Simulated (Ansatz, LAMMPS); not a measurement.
# Settings and their price: amorphous Hg33S25Se8 (66 atoms)

Density of this cell: 7.67 g/cm³. The cell holds 66 atoms: 33 Hg, 25 S and 8 Se. Its edges and angles: a = 12.034 Å, b = 12.034 Å, c = 12.034 Å, α = 90.0°, β = 90.0°, γ = 90.0°. 66 atoms (33 Hg, 25 S, 8 Se) placed at random at 7.67 g/cm³, melted at 2500 K for 10 ps at fixed volume with the Stillinger-Weber II-VI potential (Zhou et al., Phys. Rev. B 88, 085309 (2013)). Quenched from 2500 K to 500 K at 300 K/ps and fixed volume, held 5 ps, then minimised at fixed cell.

Geometry: as built.

Reference run: Kohn-Sham DFT, PBE, PAW (set soft_2, large core), plane waves (Ansatz 0.2.0), cutoff 750 eV, Γ point, fermi-dirac smearing of 0.025 eV.

* r.m.s. force component: 0.3854 eV/Å
* spacing of highest filled and lowest empty level: 0.0267 eV
* SCF cycles: 14
* time: 35 s on 4 threads of Intel Xeon Platinum 8488C (Sapphire Rapids), shared host

**Question.** The same geometry is run again with each of these changes. How far do the results move, and how long does each run take?
- support functions medium
- support functions low
- support functions medium, radius 4.28 Å
- support functions medium, radius 4.63 Å
- support functions medium, radius 4.94 Å
- support functions medium, radius 5.29 Å
- support functions medium, radius 5.96 Å

Differences are against the run with plane waves at 750 eV (Kohn-Sham DFT, PBE, PAW (set soft_2, large core), plane waves), whose r.m.s. force component is 0.385 eV/Å. Energies are set beside the reference only for runs with its functional, potentials and electron count. Times are for 4 threads of Intel Xeon Platinum 8488C (Sapphire Rapids), shared host.

```
                                    run  Δ force, r.m.s. (meV/Å)  share of r.m.s. force (%)  Δ energy (meV/atom)  cycles     time  host memory (GiB)
                              reference                        -                          -                    -      14     35 s                4.3
               support functions medium                    0.599                      0.155               -0.306      20    2 min                3.6
                  support functions low                    0.629                      0.163               -0.306      18  1.9 min                3.6
support functions medium, radius 4.28 Å                    0.781                      0.203               -0.306      20  1.8 min                3.4
support functions medium, radius 4.63 Å                    0.454                      0.118               -0.306      18    2 min                3.9
support functions medium, radius 4.94 Å                    0.235                      0.061               -0.306      19  2.6 min                4.3
support functions medium, radius 5.29 Å                    0.113                     0.0294               -0.306      19  3.4 min                4.9
support functions medium, radius 5.96 Å                    0.079                     0.0205               -0.306      19  5.4 min                6.0
```

Among numerical settings the force difference runs from 0.079 meV/Å (support functions medium, radius 5.96 Å) to 0.78 meV/Å (support functions medium, radius 4.28 Å). At 66 atoms the fastest of the runs at a preset level, support functions low, takes 3.2 times the time of plane waves, in 18 SCF cycles against 14. Differences between support functions and plane waves include what basis error the plane-wave run still has. As the radius goes from 4.28 to 5.96 Å, the force difference goes from 0.78 to 0.079 meV/Å, and the time from 1.8 min to 5.4 min. 

[Logs are printed without paths, hosts, clocks, repeated set-up lines and the standing remarks that a program may print on its own settings, such as how far it seeks lower states.]

[Hosts, paths, dates, database ids (printed as entryN), source tags and the programs' standing remarks are cut or masked in the printed files.]
